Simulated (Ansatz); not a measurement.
# Quasiparticle gap of InF3 (R-3c)

Wanted: the gap of InF3 (R-3c) with a many-body correction, and the time that it takes.

Main program and level: Ansatz 0.2.0; LDA, then G0W0 on it, plane waves, PAW.

### Step 1. The structure

It takes space group R-3c (No. 167, trigonal). Conventional cell: a = 5.204 Å, b = 5.204 Å, c = 14.723 Å, α = 90.00°, β = 90.00°, γ = 120.00°. Nearest to In lie 6 F at 2.08 Å. F has 2 In at 2.08 Å nearest. Farther neighbours and most contacts between anions are not listed.

The cell and positions are those that the Materials Project relaxed with its own functionals (PBE, PBE+U or r2SCAN), kept fixed. The default PAW set here is soft_2. Its files were made with PBE.

### Step 2. Bands along the symmetry lines

Levels along a band path and on the mesh show where this functional puts the band edges.

This step: DFT, LDA, plane waves, PAW.

input.yaml reads:

```yaml
crystal:
  lattice:
    - [2.6021411829, 1.5023469124, 4.9075061345]
    - [-2.6021411829, 1.5023469124, 4.9075061345]
    - [0.0, -3.0046938249, 4.9075061345]
  atoms:
    - { symbol: In, position: [0.5, 0.5, 0.5] }
    - { symbol: In, position: [0.0, 0.0, 0.0] }
    - { symbol: F, position: [0.39570922, 0.75, 0.10429078] }
    - { symbol: F, position: [0.75, 0.10429078, 0.39570922] }
    - { symbol: F, position: [0.89570922, 0.60429078, 0.25] }
    - { symbol: F, position: [0.25, 0.89570922, 0.60429078] }
    - { symbol: F, position: [0.60429078, 0.25, 0.89570922] }
    - { symbol: F, position: [0.10429078, 0.39570922, 0.75] }
kpoints:
  mp_grid: { grid: [6, 6, 6] }
  band_path:
    path:
      - [[0.0, 0.0, 0.0], [0.5, 0.5, 0.5], [0.77085528, 0.22914472, 0.5]]
      - [[0.5, -0.22914472, 0.22914472], [0.5, 0.0, 0.0], [0.0, 0.0, 0.0], [0.36457236, -0.36457236, 0.0]]
      - [[0.63542764, 0.0, 0.36457236], [0.5, 0.0, 0.5], [0.0, 0.0, 0.0]]
    npoints: 10
hamiltonian:
  xc: lda
scf:
  occupations: { method: fermi_dirac, width: 0.02 }
  n_extra_bands: 6
output:
  eigenvalues: true
  write_density: true
  write_potential: true
  elf: true
  volumetric_format: npy
```

Started as:

```sh
$ ansatz run input.yaml --threads 3 --pin off --max-ram 92160MiB --backend cuda --events-out ev --progress --plain --runs-dir out --devices 1 --max-vram 13GiB  # rebuilt from the run's record
```

Numbers of over 12 decimals in the logs are rounded to 6 here.

Output:

```text
scf.n_extra_bands = 6 over 34 filled bands (N_el = 68.0): the run solves 40 bands
GPUs: using 1 of 1 available (devices: 1).
Engine: ansatz 0.2.0, x86_64-unknown-linux-gnu
Pseudopotentials: kind: paw
Pseudopotential: In, paw, valence charge 13, recommended cutoff 420 eV (normal), In.paw.azcp
Pseudopotential: F, paw, valence charge 7, recommended cutoff 420 eV (normal), F.paw.azcp
Functional definition: SPW92
  exchange = slater_x
  correlation = pw_c
device memory: the entry about to start is reckoned to put 2.3 GiB on a device that reports 33.2 GiB free (of which the cap on the GPU budget leaves the run 13.0 GiB)
GPU FFT provider: cuFFT
GPU libraries: cuBLAS 13.8.2, cuFFT 12.4.0, cuSOLVER 12.3.4
Crystal: 8 atoms, lattice volume = 115.110 Å³
Basis set: ecut = 420 eV, 2249 PW (Γ)
Bands: 40, of which v1, the nominal top of the filled ones, is band 34 counted from 1 (33 counted from 0)
Symmetry: 12 space group operations
Space group: R-3c (ITA 167), of the structure as read, at distance tolerance 4.9e-5 Å
k-points: 32 of 216
Non-local potential: In, projectors of the file, l = 0: 2, l = 1: 2, l = 2: 2, l = 3: 2
Non-local potential: F, projectors of the file, l = 0: 2, l = 1: 2, l = 2: 1
PAW form: soft (Blöchl's): semilocal exchange-correlation on the pseudo side does not see the compensation charge
PAW frozen core: In, regenerated for the run's functional, and the local potential with it (the file was generated under x = pbe(κ = 0.804, μ = 0.219515), c = pbe(β = 0.066725))
PAW frozen core: F, regenerated for the run's functional, and the local potential with it (the file was generated under x = pbe(κ = 0.804, μ = 0.219515), c = pbe(β = 0.066725))
PAW one-centre angular grid: In, 590 points (default); XC on 64 Gauss nodes
PAW one-centre angular grid: F, 110 points (default); XC on 64 Gauss nodes
Initial density: superposition of atomic densities (neutral atoms: chi_scale 0, normalization atom), corrected by the library's trained network
Initial wavefunctions: pseudopotential atomic-orbital guess
GPU buffer pool allocated for 64000 grid points (all kernels)
GPU transforms: local potential and band sums: pruned to the plane-wave sphere, on 40×40×40
Functional: x = slater, c = lda
SCF iter   1: F=—  HF=-15679.966139 eV  |F-HF|=—  |Δ(HF+E_count)|=         —  Δρ=2.04e-2  dr2=3.33e-1  ethr=1.77e-3  ⟨swp⟩=6.7  Hψ=5161  notcnv=0
preconditioner: auto → Resta (q_TF=auto, 2.499 Å⁻¹)  ε∞=3.9  [insulator: Δε(μ)=3.795 eV  Ē_g=16.863 eV  σ=0.020 eV  W_gap=1.00  n_scr=26 (ndim 8)  ℏωp=28.5 eV  f_vac=0.174  D(μ)=0.00/eV (n_scr^D=0)  ε∞_Penn≈3.9]
SCF iter   2: F=—  HF=-15679.867734 eV  |F-HF|=—  |Δ(HF+E_count)|=   9.84e-2  Δρ=4.93e-3  dr2=1.04e-2  ethr=4.89e-4  ⟨swp⟩=2.0  Hψ=2149  notcnv=0  defer=64
SCF iter   3: F=—  HF=-15679.864564 eV  |F-HF|=—  |Δ(HF+E_count)|=   3.17e-3  Δρ=1.93e-3  dr2=2.62e-3  ethr=1.53e-5  ⟨swp⟩=2.0  Hψ=2233  notcnv=0  defer=64
SCF iter   4: F=—  HF=-15679.863992 eV  |F-HF|=—  |Δ(HF+E_count)|=   5.73e-4  Δρ=6.30e-4  dr2=3.19e-4  ethr=3.86e-6  ⟨swp⟩=1.0  Hψ=1216  notcnv=0  defer=64
SCF iter   5: F=—  HF=-15679.864059 eV  |F-HF|=—  |Δ(HF+E_count)|=   6.75e-5  Δρ=9.04e-5  dr2=9.52e-6  ethr=4.69e-7  ⟨swp⟩=2.2  Hψ=1580  notcnv=0  defer=64
SCF iter   6: F=—  HF=-15679.863828 eV  |F-HF|=—  |Δ(HF+E_count)|=   2.31e-4  Δρ=9.92e-6  dr2=1.94e-7  ethr=1.40e-8  ⟨swp⟩=2.8  Hψ=2162  notcnv=0  defer=64
SCF iter   7: F=-15679.863828 eV  HF=-15679.863828 eV  |F-HF|=1.49e-9  |Δ(HF+E_count)|=   2.56e-8  Δρ=2.89e-6  dr2=1.01e-8  ethr=1.47e-10  ⟨swp⟩=8.2  Hψ=3510  notcnv=0
SCF 1 converged in 7 iterations: F = -15679.863828 eV  dr2 = 1.01e-8
  greatest PAW one-centre occupation: 0.993 electrons in one spin orbital (limit 2), on the In atom at site 1 (counted from 0), in its partial waves of l = 2
device memory: the entry about to start is reckoned to put 2.3 GiB on a device that reports 30.5 GiB free (of which the cap on the GPU budget leaves the run 13.0 GiB)
NSCF: frozen V_eff on 73 k-points
SCF converged after 7 iterations
Free energy (F): -15679.863828 eV
Harris-Foulkes:  -15679.863828 eV  (|F-HF|=1.49e-9)
Internal energy: -15679.863828 eV  (E = F + TS)
E sigma→0 (E₀):  -15679.863828 eV
Fermi energy:    3.244714 eV
--- Per-component energies (eV) ---
  E_band       = -404.695329
  E_kinetic    = 1718.627671
  E_local      = -6290.708364  (includes V_loc(G=0)·N_el)
  E_nonlocal   = 1205.903835
  E_hartree    = 2396.045064
  E_xc         = -885.475208
  E_vxc        = -796.782062  (∫ρ·V_xc dr)
  E_paw        = -9172.523430  (= ΣΔE_a)
  E_vpaw       = -1033.846209  (= ΣTr[D̂ρ^β])
  E_aug_tail   = 0.012177  (compensation charges beyond the density's cutoff)
  E_ewald      = -4652.994155
  E_core_change = 1.248583  (= ΣΔE_core)
  E_smearing   = -0.000000  (= −TS)
  E_closure    = 0.000000  (closes the sum)
  Σ components = -15679.863828   (vs F -15679.863828, Δ=0.00e0)
--- Band table (eV; the first three rows and the last of 32) ---
  k-point 0: bands = [... 30 lower, 1.0245, 1.0245, 1.1790, 1.1790, 5.2268, 10.6602, 11.6223, 12.7246, ... 2 higher]
  k-point 1: bands = [... 30 lower, 0.9861, 0.9975, 1.1126, 1.1692, 5.6467, 10.1316, 11.9399, 12.3570, ... 2 higher]
  k-point 2: bands = [... 30 lower, 0.8880, 0.9500, 1.0842, 1.1269, 6.6391, 9.0612, 12.0547, 12.5418, ... 2 higher]
  k-point 31: bands = [... 30 lower, 1.0878, 1.0878, 1.0878, 1.0878, 7.6510, 7.6510, 12.9091, 12.9091, ... 2 higher]
```

Run time: 7.5 s. Hardware: 1 × NVIDIA H100 80GB HBM3 (shared by 6 runs) with 3 threads of AMD EPYC 7R13 (Zen 3), shared host; peak memory 0.94 GiB.

Numbers from this step:

```yaml
filled_bands: 34
gap: 4.013 eV
valence_top_at: F
conduction_bottom_at: Γ
least_direct_gap: 4.048 eV
```

Over mesh and path the gap is 4.013 eV, from k = (0.500, 0.000, 0.500) to k = Γ. The least direct gap found is 4.048 eV, at k = Γ.

The electronic bands at the labelled points (eV, zero at the top of the highest nominally filled band):

| point | band 31 | band 32 | band 33 | band 34 | band 35 | band 36 | band 37 | band 38 |
| --- | --- | --- | --- | --- | --- | --- | --- | --- |
| Γ | -0.19 | -0.19 | -0.03 | -0.03 | 4.01 | 9.45 | 10.41 | 11.51 |
| halfway | -0.19 | -0.19 | -0.06 | -0.06 | 4.78 | 8.23 | 11.14 | 11.78 |
| T | -0.13 | -0.13 | -0.13 | -0.13 | 6.44 | 6.44 | 11.70 | 11.70 |
| halfway | -0.22 | -0.22 | -0.15 | -0.15 | 6.79 | 6.79 | 10.66 | 10.66 |
| H2 | -0.19 | -0.19 | -0.09 | -0.09 | 7.11 | 7.11 | 10.02 | 10.02 |
| jump to H0 | -0.19 | -0.19 | -0.09 | -0.09 | 7.11 | 7.11 | 10.02 | 10.02 |
| halfway | -0.26 | -0.26 | -0.10 | -0.10 | 6.81 | 6.81 | 10.53 | 10.53 |
| L | -0.27 | -0.27 | -0.14 | -0.14 | 6.63 | 6.63 | 11.01 | 11.01 |
| halfway | -0.28 | -0.27 | -0.12 | -0.06 | 4.88 | 8.42 | 10.94 | 11.02 |
| Γ | -0.19 | -0.19 | -0.03 | -0.03 | 4.01 | 9.45 | 10.41 | 11.51 |
| halfway | -0.23 | -0.18 | -0.17 | -0.04 | 5.20 | 8.23 | 10.45 | 11.31 |
| S0 | -0.23 | -0.18 | -0.15 | -0.03 | 6.87 | 7.25 | 9.88 | 10.61 |
| jump to S2 | -0.23 | -0.18 | -0.15 | -0.03 | 6.87 | 7.25 | 9.88 | 10.61 |
| halfway | -0.22 | -0.19 | -0.15 | -0.01 | 6.63 | 7.85 | 9.70 | 10.49 |
| F | -0.26 | -0.20 | -0.13 | 0.00 | 6.55 | 8.11 | 9.58 | 10.48 |
| halfway | -0.26 | -0.16 | -0.15 | -0.09 | 5.11 | 8.55 | 10.54 | 10.73 |
| Γ | -0.19 | -0.19 | -0.03 | -0.03 | 4.01 | 9.45 | 10.41 | 11.51 |

Valence density in the ac plane of the conventional cell at fractional y = 0.000, with atoms of In and F within 0.2 Å of it. It is the smooth field of the valence electrons, not physical close to the nuclei.

Ten steps, logarithmic in the rise over the least value, from '_' (0.01 × 1e0 e/Å³) to '@' (9.18 × 1e0 e/Å³), each cell a mean:
```
@@##========::______..--**%%
==--==##@@@@++::______..::==
__..--##@@%%++::____________
____..::--::::....__________
____________..::==++--..____
____________::**@@@@##--..__
____________::++%%@@##--..__
__________....::----::..____
____..--====::..____________
....==##@@@@++::______......
++====##%%%%++..______::--++
@@%%++----::..______..--##@@
@@##==..______..--======**%%
==--::..____..==##@@%%++--==
____________..--##@@%%++::..
__________......::--::..____
____..::====--::..__________
____::**@@@@##--..__________
____::++%%@@**--..__________
______..----::....__________
____________..::--====::____
......______..==##@@@@++::..
++==::..____..--##@@%%++==++
@@%%++::..____..::----==##@@
```
Columns run along a (5.2 Å), rows up along c (14.7 Å), edges of the conventional cell, whose origin can differ from the input's. Atoms in or near the plane, at fractional coordinates: In at (0.00, 0.00), In at (0.00, 0.50), F at (0.31, 0.58), F at (0.33, 0.92), F at (0.65, 0.75), F at (0.67, 0.08), F at (0.69, 0.42), F at (0.35, 0.25).

Electrostatic potential energy in the ac plane of the conventional cell at fractional y = 0.000, with atoms of In and F within 0.2 Å of it. With pseudopotentials it is smooth inside the atoms' cores, unlike the true potential.

Values in eV, 24 rows by 14 columns, each cell a mean:
```
-36 -31 -12   1   0   5  10  11  10   9   6  -4 -24 -35
 -9  -4   1 -23 -36 -31  -3  10  10  10   8   5   0  -8
  8   8   8 -12 -29 -24   0   8   9   9  10   9   9   8
 11  11  11  10   8   8   7   7   8   9  10  10  11  11
 11  11  11  10   9   8   8   7   3   2   8  11  11  11
 12  12  11  11  10   9   8  -5 -32 -36 -20   8  11  12
 12  11  11  11  10   9   8  -1 -24 -28 -12   9  11  12
 11  11  11  10   9   8   7   7   7   7  10  11  11  11
 10  10  10   8   3   4   7   8   8   9  10  10  10  10
  6   7   6 -21 -36 -32  -4   9   9  10   9   9   7   6
-19 -11  -1 -16 -28 -22   2  10  10   9   8   3  -6 -16
-37 -34 -16   2   7   9  11  11  10   9   5  -6 -28 -37
-36 -31 -12   3   8  10  11  11   8   2   1  -4 -24 -35
 -9  -4   3   7   9  10  10   7 -21 -35 -32  -6   0  -7
  8   8   9  10  10   9   9   6 -14 -28 -22   2   8   8
 11  11  11  10   9   8   7   7   8   8   9  10  11  11
 11  11  11  10   4   1   6   7   8   9  10  11  11  11
 12  12  11  -6 -32 -36 -20   7   9   9  10  11  11  12
 12  11  11   0 -24 -28 -12   7   9   9  10  11  11  12
 11  11  11  10   8   7   7   7   8   9  10  11  11  11
 10  10  10  10   9   8   8   7   6   2   6  10  10  10
  6   7   8   9  10   9   9   6 -22 -36 -31  -3   7   6
-19 -11   0   6   9  10  10   8 -12 -28 -24  -4  -6 -16
-37 -34 -16   2   8  10  11  11  10   7   4  -6 -28 -37
```
Columns run along a (5.2 Å; values clipped at the 3rd and 97th percentile), rows up along c (14.7 Å), edges of the conventional cell, whose origin can differ from the input's. Atoms in or near the plane, at fractional coordinates: In at (0.00, 0.00), In at (0.00, 0.50), F at (0.31, 0.58), F at (0.33, 0.92), F at (0.65, 0.75), F at (0.67, 0.08), F at (0.69, 0.42), F at (0.35, 0.25).

(Part 1 of 2 ends here.)

[Paths, hosts, dates, memory and timing lines, banners, echoed tables and standing remarks are left out of the program output.]

[Logs are printed without paths, hosts, clocks, repeated set-up lines and the standing remarks that a program may print on its own settings, such as how far it seeks lower states.]

[Runs of the session that timed out or met a known fault of the program may be left out.]

[Cells called generated may have been cut or substituted from an entry of the Crystallography Open Database or the Materials Project.]

[Hosts, paths, dates, database ids (printed as entryN), source tags and the programs' standing remarks are cut or masked in the printed files.]

[Where an RPA ε∞ is given, it is that of the G0W0 mesh and is not shown converged in it. Names of k-points follow the symmetry that the program found, which can be lower than the space group named. Band edges on a path are those of the sampled points; other points can move an edge, and change direct to indirect where valleys lie close.]

[Hybrid gaps are those of their k-mesh and are not shown converged in it.]
